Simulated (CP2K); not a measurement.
Consider 3-borylfuran at its PBE geometry (Å).

```xyz
11

B     1.9469   -0.0974    0.0938
C     0.4315   -0.0555   -0.0122
C    -0.5393    0.7700    0.6835
C    -1.7699    0.4191    0.2308
O    -1.6601   -0.5887   -0.7231
C    -0.3338   -0.8525   -0.8461
H     2.5289    0.6253    0.8527
H     2.5701   -0.8620   -0.5891
H    -0.3196    1.5302    1.4257
H    -2.7824    0.7395    0.4428
H    -0.0723   -1.6279   -1.5586
```

Method: CP2K XAS_TDP, all-electron GAPW, PBEh(45%), aug-cc-pVDZ, TDA, no relativity.

Where do the C K-edge lines lie, and how strong are they?

Leading lines: C2 280.82 eV, C3 281.67 eV, C4 282.80 eV and C6 281.83 eV. The leading line of an atom is its first one with 35 % of the strongest within 2.5 eV of its lowest line over the strength cut. 

The first six lines of each atom with a strength over 0.0015:

```tsv
atom	energy (eV)	states	strength, one atom
C2 (bonded to B and 2 C)	280.82	1	0.0122
	282.74	1	0.0303
	283.90	1	0.0149
	285.58	1	0.0019
	285.64	1	0.0050
	285.73	1	0.0044
C3 (bonded to 2 C and H)	281.67	1	0.0487
	284.47	1	0.0095
	285.38	1	0.0038
	286.01	1	0.0036
	286.27	1	0.0071
	286.68	1	0.0038
C4 (bonded to C, O and H)	282.80	1	0.0534
	285.66	1	0.0184
	286.28	1	0.0218
	286.76	1	0.0035
	286.94	1	0.0029
	286.99	1	0.0030
C6 (bonded to C, O and H)	281.83	1	0.0562
	286.19	1	0.0157
	286.97	1	0.0109
	287.31	1	0.0084
	287.81	1	0.0035
	288.14	1	0.0091
```

Lines are vertical, at one geometry, with no vibrational structure. Without a correction of the core level, line positions, and the gaps between valence and Rydberg lines, follow the share of exact exchange. At this level such K lines come out 3 to 6 eV under measured ones. These values hold no scalar relativity, about 0.1 eV for C 1s. Rydberg lines, and the discretised continuum above threshold, depend on the basis and the box.

[Banner, clock and machine lines of the logs are left out without a mark of their own.]

[Logs are printed without paths, hosts, clocks, repeated set-up lines and the standing remarks that a program may print on its own settings, such as how far it seeks lower states.]

[Hosts, paths, dates, database ids (printed as entryN), source tags and the programs' standing remarks are cut or masked in the printed files.]
